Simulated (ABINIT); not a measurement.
# Cl (Cmce): G0W0 in ABINIT against the bands in the self-energy

Wanted: the cheapest bands in the self-energy that holds the gap of Cl (Cmce).

Method: PBE and many-body steps on it, plane waves, in ABINIT 10.8.3.

## 1. The structure

It takes space group Cmce (No. 64, orthorhombic). The conventional cell has a = 6.290 Å, b = 4.500 Å, c = 8.210 Å, α = 90.00°, β = 90.00°, γ = 90.00°. Nearest to Cl lie 1 Cl at 2.02 Å.

As a file:

```cif
data_structure
_symmetry_space_group_name_H-M 'P 1'
_symmetry_Int_Tables_number 1
_cell_length_a 3.8670
_cell_length_b 3.8670
_cell_length_c 8.2100
_cell_angle_alpha 90.000
_cell_angle_beta 90.000
_cell_angle_gamma 71.161
_cell_volume 116.19
loop_
_atom_site_label
_atom_site_type_symbol
_atom_site_fract_x
_atom_site_fract_y
_atom_site_fract_z
_atom_site_occupancy
Cl1 Cl 0.87000 0.13000 0.10000 1
Cl2 Cl 0.63000 0.37000 0.60000 1
Cl3 Cl 0.13000 0.87000 0.90000 1
Cl4 Cl 0.37000 0.63000 0.40000 1
```

The cell and positions come from the Crystallography Open Database and are kept as given unless a step says otherwise.

## 2. Screening, 4×4×2 mesh, 360 bands, screening to 217.7 eV

This step: ABINIT 10.8.3; RPA screening on PBE, plane waves, norm-conserving pseudopotentials.

The RPA dielectric matrix is built and inverted for each q.

run.abi reads:

```
acell 3*1.0 Angstrom
rprim 
  3.145000000000 -2.250000000000 0.000000000000
  3.145000000000 2.250000000000 0.000000000000
  0.000000000000 0.000000000000 8.210000000000
ntypat 1
znucl 17
natom 4
typat 1 1 1 1
xred 
  0.870000000000 0.130000000000 0.100000000000
  0.630000000000 0.370000000000 0.600000000000
  0.130000000000 0.870000000000 0.900000000000
  0.370000000000 0.630000000000 0.400000000000
pp_dirpath "pseudos"
pseudos "Cl.upf"
ecut 25
ngkpt 4 4 2
nshiftk 1
shiftk 0 0 0
kptopt 1
chksymbreak 0
istwfk *1
occopt 1
irdwfk 1
optdriver 3
nband 360
ecuteps 8
inclvkb 2
awtr 1
symchi 1
indata_prefix "in"
outdata_prefix "out"
tmpdata_prefix "tmp"
```

Started as:

```bash
> OMP_NUM_THREADS=1 mpirun -n 4 abinit run.abi > log
```

What it wrote:

```text
.Version 10.8.3 of ABINIT. v10.8.2 released Aug 2026.

 Symmetries : space group Cm c a (# 64); Bravais oC (1-face-center ortho.)
[... echo of the input left out ...]
== DATASET  1 ==================================================================
-   mpi_nproc: 4, omp_nthreads: 1 (-1 if OMP is not activated)

--- !DatasetInfo
iteration_state: {dtset: 1, }
dimensions: {natom: 4, nkpt: 14, mband: 360, nsppol: 1, nspinor: 1, nspden: 1, mpw: 4726, }
cutoff_energies: {ecut:  25.0, pawecutdg:  -1.0, }
electrons: {nelect:   2.80000000E+01, charge:   0.00000000E+00, occopt:   1.00000000E+00, tsmear:   1.00000000E-02, }

 SCREENING: Calculation of the susceptibility and dielectric matrices

 Based on a program developped by R.W. Godby, V. Olevano, G. Onida, and L. Reining.
 Incorporated in ABINIT by V. Olevano, G.-M. Rignanese, and M. Torrent.
.Using double precision arithmetic ; gwpc =  8

[... cell and pseudopotentials left out ...]
--------------------------------------------------------------------------------

 ==== K-mesh for the wavefunctions ====
 Number of points in the irreducible wedge :    14
[... list of points left out ...]
 Together with  8 symmetry operations and time-reversal symmetry
 yields    32 points in the full Brillouin Zone.

 ==== Q-mesh for the screening function ====
 Number of points in the irreducible wedge :    14
[... list of points left out ...]
 Together with  8 symmetry operations and time-reversal symmetry
 yields    32 points in the full Brillouin Zone.

 setmesh: FFT mesh size selected  =    30x   30x   60
          total number of points  =        54000

 vcoul_init : cutoff-mode = AUXILIARY_FUNCTION
 q-points for optical limit:   1
     1)      0.000010    0.000020    0.000030

- screening: taking advantage of time-reversal symmetry
- Maximum band index for partially occupied states nbvw = 14
- Remaining bands to be divided among processors   nbcw = 346
- Number of bands treated by each node ~86

 Number of electrons calculated from density =   28.0000; Expected =   28.0000
 average of density, n =  0.035710
 r_s =    1.8838
 omega_plasma =   18.2284 [eV]

 calculating chi0 at frequencies [eV] :
  1    0.000000E+00    0.000000E+00
  2    0.000000E+00    1.822838E+01

--------------------------------------------------------------------------------
  q-point number  1        q = ( 0.000000, 0.000000, 0.000000) [r.l.u.]
--------------------------------------------------------------------------------
[... chi0 elements left out ...]
 For q-point:  0.000010 0.000020 0.000030
  dielectric constant =   2.8102
  dielectric constant without local fields =   3.4624

  Average fulfillment of the sum rule on Im[epsilon] for q-point    1 :     84.19  [%]
[... wings left out ...]
  q-point number  2        q = ( 0.250000, 0.000000, 0.000000) [r.l.u.]
--------------------------------------------------------------------------------
[... chi0 elements left out ...]
  Average fulfillment of the sum rule on Im[epsilon] for q-point    2 :     85.47  [%]

 [... 12 further q-points ...]
```

Elapsed: 12 min, on 4 MPI ranks of Arm Neoverse V2, shared host; peak memory 5.5 GiB.

This step gave:

| Property | Result |
| --- | --- |
| ε∞ with local fields, on this mesh, along the program's q direction | 2.810 |
| the same without local fields | 3.462 |
| plasma frequency | 18.23 eV |
| plane waves in the screening matrix | 865 |

Local fields lower ε∞ by 19 %. On a Γ-centred mesh this coarse the value itself is usually too large, while a short band sum pulls it down.

## 3. 22 bands

This step: G0W0 on PBE, plane waves, norm-conserving pseudopotentials.

run.abi: that of step 2 with these lines changed.

```diff
@@ -25,8 +25,17 @@
 irdwfk 1
-optdriver 3
-nband 360
+optdriver 4
+nband 22
+gwcalctyp 0
+ecutsigx 25
+symsigma 1
+nkptgw 2
+kptgw 
+  0.5000000000 0.5000000000 0.0000000000
+  0.0000000000 0.0000000000 0.0000000000
+bdgw 
+  13 16
+  13 16
 ecuteps 8
-inclvkb 2
-awtr 1
-symchi 1
+irdscr 1
+ppmodel 1
 indata_prefix "in"
```

What it wrote:

```text
.Version 10.8.3 of ABINIT. v10.8.2 released Aug 2026.

 Symmetries : space group Cm c a (# 64); Bravais oC (1-face-center ortho.)
[... echo of the input left out ...]
== DATASET  1 ==================================================================
-   mpi_nproc: 4, omp_nthreads: 1 (-1 if OMP is not activated)

--- !DatasetInfo
iteration_state: {dtset: 1, }
dimensions: {natom: 4, nkpt: 14, mband: 22, nsppol: 1, nspinor: 1, nspden: 1, mpw: 4726, }
cutoff_energies: {ecut:  25.0, pawecutdg:  -1.0, }
electrons: {nelect:   2.80000000E+01, charge:   0.00000000E+00, occopt:   1.00000000E+00, tsmear:   1.00000000E-02, }

 SIGMA: Calculation of the GW corrections

 Based on a program developped by R.W. Godby, V. Olevano, G. Onida, and L. Reining.
 Incorporated in ABINIT by V. Olevano, G.-M. Rignanese, and M. Torrent.
.Using double precision arithmetic ; gwpc =  8

[... cell and pseudopotentials left out ...]
--------------------------------------------------------------------------------

 ==== K-mesh for the wavefunctions ====
 Number of points in the irreducible wedge :    14
[... list of points left out ...]
 Together with  8 symmetry operations and time-reversal symmetry
 yields    32 points in the full Brillouin Zone.

 ==== Q-mesh for screening function ====
 Number of points in the irreducible wedge :    14
[... list of points left out ...]
 Together with  8 symmetry operations and time-reversal symmetry
 yields    32 points in the full Brillouin Zone.

 vcoul_init : cutoff-mode = AUXILIARY_FUNCTION
 q-points for optical limit:   1
     1)      0.000010    0.000020    0.000030
 setmesh: FFT mesh size selected  =    36x   36x   72
          total number of points  =        93312

 Number of electrons calculated from density =   28.0000; Expected =   28.0000
 average of density, n =  0.035710
 r_s =    1.8838
 omega_plasma =   18.2284 [eV]

 === KS Band Gaps ===
  >>>> For spin  1
   Minimum direct gap =   2.5251 [eV], located at k-point      :   0.0000  0.0000  0.0000
   Fundamental gap    =   2.4691 [eV], Top of valence bands at :   0.5000  0.5000  0.0000
                                       Bottom of conduction at :   0.0000  0.0000  0.0000
 SIGMA fundamental parameters:
 PLASMON POLE MODEL  1
 number of plane-waves for SigmaX                 4675
 number of plane-waves for SigmaC and W            865
 number of plane-waves for wavefunctions          4675
 number of bands                                    22
 number of independent spin polarizations            1
 number of spinorial components                      1
 number of k-points in IBZ                          14
 number of q-points in IBZ                          14
 number of symmetry operations                       8
 number of k-points in BZ                           32
 number of q-points in BZ                           32
 number of frequencies for dSigma/dE                 9
 frequency step for dSigma/dE [eV]                0.25
 number of omega for Sigma on real axis              0
 max omega for Sigma on real axis  [eV]           0.00
 zcut for avoiding poles [eV]                     0.10

 EPSILON^-1 parameters (SCR file):
 dimension of the eps^-1 matrix on file            865
 dimension of the eps^-1 matrix used               865
 number of plane-waves for wavefunctions          4675
 number of bands                                   360
 number of q-points in IBZ                          14
 number of frequencies                               2
 number of real frequencies                          1
 number of imag frequencies                          1

 matrix elements of self-energy operator (all in [eV])

 Perturbative Calculation

--- !SelfEnergy_ee
iteration_state: {dtset: 1, }
kpoint     : [   0.500,    0.500,    0.000, ]
spin       : 1
KS_gap     :    2.546
QP_gap     :    5.856
Delta_QP_KS:    3.310
data: !SigmaeeData |
     Band     E0 <VxcDFT>   SigX SigC(E0)      Z dSigC/dE  Sig(E)    E-E0       E
       13  -1.186 -14.321 -18.741   4.283   0.810  -0.234 -14.432  -0.111  -1.297
       14  -0.824 -14.674 -19.122   4.322   0.815  -0.227 -14.777  -0.103  -0.927
       15   1.722 -14.106  -8.998  -1.181   0.817  -0.225 -10.900   3.206   4.928
       16   1.912 -14.243  -9.064  -1.172   0.815  -0.227 -10.978   3.265   5.178

--- !SelfEnergy_ee
iteration_state: {dtset: 1, }
kpoint     : [   0.000,    0.000,    0.000, ]
spin       : 1
KS_gap     :    2.525
QP_gap     :    5.756
Delta_QP_KS:    3.231
data: !SigmaeeData |
     Band     E0 <VxcDFT>   SigX SigC(E0)      Z dSigC/dE  Sig(E)    E-E0       E
       13  -0.970 -14.511 -19.022   4.318   0.814  -0.228 -14.668  -0.157  -1.127
       14  -0.880 -14.708 -19.184   4.359   0.814  -0.228 -14.803  -0.095  -0.975
       15   1.645 -13.980  -8.981  -1.168   0.818  -0.222 -10.844   3.136   4.781
       16   2.208 -14.626  -9.222  -1.237   0.811  -0.232 -11.245   3.382   5.589

== END DATASET(S) ==============================================================
================================================================================

 -outvars: echo values of variables after computation  --------
           etotal      0.0000000000E+00
            nband          22
             nkpt          14
          spgroup          64
 [... the other variables as echoed above ...]

 Calculation completed.
```

Wall time 21 s (4 MPI ranks); peak memory 3.3 GiB.

Numbers from this step:

```yaml
g0w0_gap_on_the_points_computed: 5.708 eV
starting_gap_on_the_mesh: 2.469 eV
k_of_the_valence_top: 0.5, 0.5, 0
k_of_the_conduction_bottom: 0, 0, 0
z_at_the_valence_top: 0.815
z_at_the_conduction_bottom: 0.818
least_direct_g0w0_gap_on_the_computed_points: 5.756 eV
```

## 4. 24 bands

run.abi: that of step 3 with these lines changed.

```diff
@@ -26,3 +26,3 @@
 optdriver 4
-nband 22
+nband 24
 gwcalctyp 0
```

What it wrote:

```text
.Version 10.8.3 of ABINIT. v10.8.2 released Aug 2026.

 Symmetries : space group Cm c a (# 64); Bravais oC (1-face-center ortho.)
[... echo of the input left out ...]
== DATASET  1 ==================================================================
-   mpi_nproc: 4, omp_nthreads: 1 (-1 if OMP is not activated)

--- !DatasetInfo
iteration_state: {dtset: 1, }
dimensions: {natom: 4, nkpt: 14, mband: 24, nsppol: 1, nspinor: 1, nspden: 1, mpw: 4726, }
cutoff_energies: {ecut:  25.0, pawecutdg:  -1.0, }
electrons: {nelect:   2.80000000E+01, charge:   0.00000000E+00, occopt:   1.00000000E+00, tsmear:   1.00000000E-02, }

 SIGMA: Calculation of the GW corrections

 Based on a program developped by R.W. Godby, V. Olevano, G. Onida, and L. Reining.
 Incorporated in ABINIT by V. Olevano, G.-M. Rignanese, and M. Torrent.
.Using double precision arithmetic ; gwpc =  8

[... cell and pseudopotentials left out ...]
--------------------------------------------------------------------------------

 ==== K-mesh for the wavefunctions ====
 Number of points in the irreducible wedge :    14
[... list of points left out ...]
 Together with  8 symmetry operations and time-reversal symmetry
 yields    32 points in the full Brillouin Zone.

 ==== Q-mesh for screening function ====
 Number of points in the irreducible wedge :    14
[... list of points left out ...]
 Together with  8 symmetry operations and time-reversal symmetry
 yields    32 points in the full Brillouin Zone.

 vcoul_init : cutoff-mode = AUXILIARY_FUNCTION
 q-points for optical limit:   1
     1)      0.000010    0.000020    0.000030
 setmesh: FFT mesh size selected  =    36x   36x   72
          total number of points  =        93312

 Number of electrons calculated from density =   28.0000; Expected =   28.0000
[...]
number of omega for Sigma on real axis              0
 max omega for Sigma on real axis  [eV]           0.00
 zcut for avoiding poles [eV]                     0.10

 EPSILON^-1 parameters (SCR file):
 dimension of the eps^-1 matrix on file            865
 dimension of the eps^-1 matrix used               865
 number of plane-waves for wavefunctions          4675
 number of bands                                   360
 number of q-points in IBZ                          14
 number of frequencies                               2
 number of real frequencies                          1
 number of imag frequencies                          1

 matrix elements of self-energy operator (all in [eV])

 Perturbative Calculation

--- !SelfEnergy_ee
iteration_state: {dtset: 1, }
kpoint     : [   0.500,    0.500,    0.000, ]
spin       : 1
KS_gap     :    2.546
QP_gap     :    5.901
Delta_QP_KS:    3.355
data: !SigmaeeData |
     Band     E0 <VxcDFT>   SigX SigC(E0)      Z dSigC/dE  Sig(E)    E-E0       E
       13  -1.186 -14.321 -18.741   4.195   0.809  -0.237 -14.503  -0.182  -1.368
       14  -0.824 -14.674 -19.122   4.177   0.813  -0.231 -14.894  -0.221  -1.044
       15   1.722 -14.106  -8.998  -1.262   0.815  -0.227 -10.972   3.134   4.856
[...]
--- !SelfEnergy_ee
iteration_state: {dtset: 1, }
kpoint     : [   0.000,    0.000,    0.000, ]
spin       : 1
KS_gap     :    2.525
QP_gap     :    5.808
Delta_QP_KS:    3.282
data: !SigmaeeData |
     Band     E0 <VxcDFT>   SigX SigC(E0)      Z dSigC/dE  Sig(E)    E-E0       E
[...]
15   1.645 -13.980  -8.981  -1.254   0.817  -0.224 -10.922   3.058   4.703
       16   2.208 -14.626  -9.222  -1.304   0.810  -0.234 -11.305   3.321   5.529

== END DATASET(S) ==============================================================
================================================================================

 -outvars: echo values of variables after computation  --------
           etotal      0.0000000000E+00
            nband          24
             nkpt          14
          spgroup          64
 [... the other variables as echoed above ...]

 Calculation completed.
```

The job ended after 21 s (4 MPI ranks; peak memory 3.3 GiB; 83 s of CPU time).

This step gave:

- G0W0 gap on the points computed: 5.747 eV
- starting gap on the mesh: 2.469 eV
- k of the valence top: 0.5, 0.5, 0
- k of the conduction bottom: 0, 0, 0
- Z at the valence top: 0.813
- Z at the conduction bottom: 0.817
- least direct G0W0 gap on the computed points: 5.807 eV

## 5. 45 bands

run.abi: that of step 4 with these lines changed.

```diff
@@ -26,3 +26,3 @@
 optdriver 4
-nband 24
+nband 45
 gwcalctyp 0
```

What it wrote:

```text
.Version 10.8.3 of ABINIT. v10.8.2 released Aug 2026.

 Symmetries : space group Cm c a (# 64); Bravais oC (1-face-center ortho.)
[... echo of the input left out ...]
== DATASET  1 ==================================================================
-   mpi_nproc: 4, omp_nthreads: 1 (-1 if OMP is not activated)

--- !DatasetInfo
iteration_state: {dtset: 1, }
dimensions: {natom: 4, nkpt: 14, mband: 45, nsppol: 1, nspinor: 1, nspden: 1, mpw: 4726, }
cutoff_energies: {ecut:  25.0, pawecutdg:  -1.0, }
electrons: {nelect:   2.80000000E+01, charge:   0.00000000E+00, occopt:   1.00000000E+00, tsmear:   1.00000000E-02, }

 SIGMA: Calculation of the GW corrections

 Based on a program developped by R.W. Godby, V. Olevano, G. Onida, and L. Reining.
 Incorporated in ABINIT by V. Olevano, G.-M. Rignanese, and M. Torrent.
.Using double precision arithmetic ; gwpc =  8

[... cell and pseudopotentials left out ...]
--------------------------------------------------------------------------------

 ==== K-mesh for the wavefunctions ====
 Number of points in the irreducible wedge :    14
[... list of points left out ...]
 Together with  8 symmetry operations and time-reversal symmetry
 yields    32 points in the full Brillouin Zone.

 ==== Q-mesh for screening function ====
 Number of points in the irreducible wedge :    14
[... list of points left out ...]
 Together with  8 symmetry operations and time-reversal symmetry
 yields    32 points in the full Brillouin Zone.

 vcoul_init : cutoff-mode = AUXILIARY_FUNCTION
 q-points for optical limit:   1
     1)      0.000010    0.000020    0.000030
 setmesh: FFT mesh size selected  =    36x   36x   72
          total number of points  =        93312

 Number of electrons calculated from density =   28.0000; Expected =   28.0000
[...]
number of omega for Sigma on real axis              0
 max omega for Sigma on real axis  [eV]           0.00
 zcut for avoiding poles [eV]                     0.10

 EPSILON^-1 parameters (SCR file):
 dimension of the eps^-1 matrix on file            865
 dimension of the eps^-1 matrix used               865
 number of plane-waves for wavefunctions          4675
 number of bands                                   360
 number of q-points in IBZ                          14
 number of frequencies                               2
 number of real frequencies                          1
 number of imag frequencies                          1

 matrix elements of self-energy operator (all in [eV])

 Perturbative Calculation

--- !SelfEnergy_ee
iteration_state: {dtset: 1, }
kpoint     : [   0.500,    0.500,    0.000, ]
spin       : 1
KS_gap     :    2.546
QP_gap     :    5.866
Delta_QP_KS:    3.320
data: !SigmaeeData |
     Band     E0 <VxcDFT>   SigX SigC(E0)      Z dSigC/dE  Sig(E)    E-E0       E
       13  -1.186 -14.321 -18.741   3.218   0.794  -0.260 -15.275  -0.954  -2.140
       14  -0.824 -14.674 -19.122   3.230   0.798  -0.253 -15.646  -0.972  -1.796
       15   1.722 -14.106  -8.998  -2.173   0.800  -0.250 -11.758   2.348   4.070
[...]
--- !SelfEnergy_ee
iteration_state: {dtset: 1, }
kpoint     : [   0.000,    0.000,    0.000, ]
spin       : 1
KS_gap     :    2.525
QP_gap     :    5.771
Delta_QP_KS:    3.246
data: !SigmaeeData |
     Band     E0 <VxcDFT>   SigX SigC(E0)      Z dSigC/dE  Sig(E)    E-E0       E
[...]
15   1.645 -13.980  -8.981  -2.157   0.802  -0.247 -11.701   2.279   3.924
       16   2.208 -14.626  -9.222  -2.270   0.794  -0.259 -12.137   2.489   4.697

== END DATASET(S) ==============================================================
================================================================================

 -outvars: echo values of variables after computation  --------
           etotal      0.0000000000E+00
            nband          45
             nkpt          14
          spgroup          64
 [... the other variables as echoed above ...]

 Calculation completed.
```

Elapsed: 40 s, on 4 MPI ranks; peak memory 3.5 GiB.

This step gave:

```
G0W0 gap on the points computed              : 5.72 eV
starting gap on the mesh                     : 2.469 eV
k of the valence top                         : 0.5, 0.5, 0
k of the conduction bottom                   : 0, 0, 0
Z at the valence top                         : 0.798
Z at the conduction bottom                   : 0.802
least direct G0W0 gap on the computed points : 5.772 eV
```

[end of part 1 of 2]

[Paths, hosts, dates, memory and timing lines, banners, echoed tables and standing remarks are left out of the program output.]

[Logs are printed without paths, hosts, clocks, repeated set-up lines and the standing remarks that a program may print on its own settings, such as how far it seeks lower states.]

[Runs of the session that timed out or met a known fault of the program may be left out.]

[Hosts, paths, dates, database ids (printed as entryN), source tags and the programs' standing remarks are cut or masked in the printed files.]

[G0W0 gaps are taken among the corrected bands and points alone; a level outside them can change the order at an edge.]

[Where Ansatz stands beside ABINIT at settings called matched, ABINIT's density can come from a denser mesh and the files from another edition; pairs whose starting gaps differed by over 0.03 eV were left out, so agreement reads better than it is.]
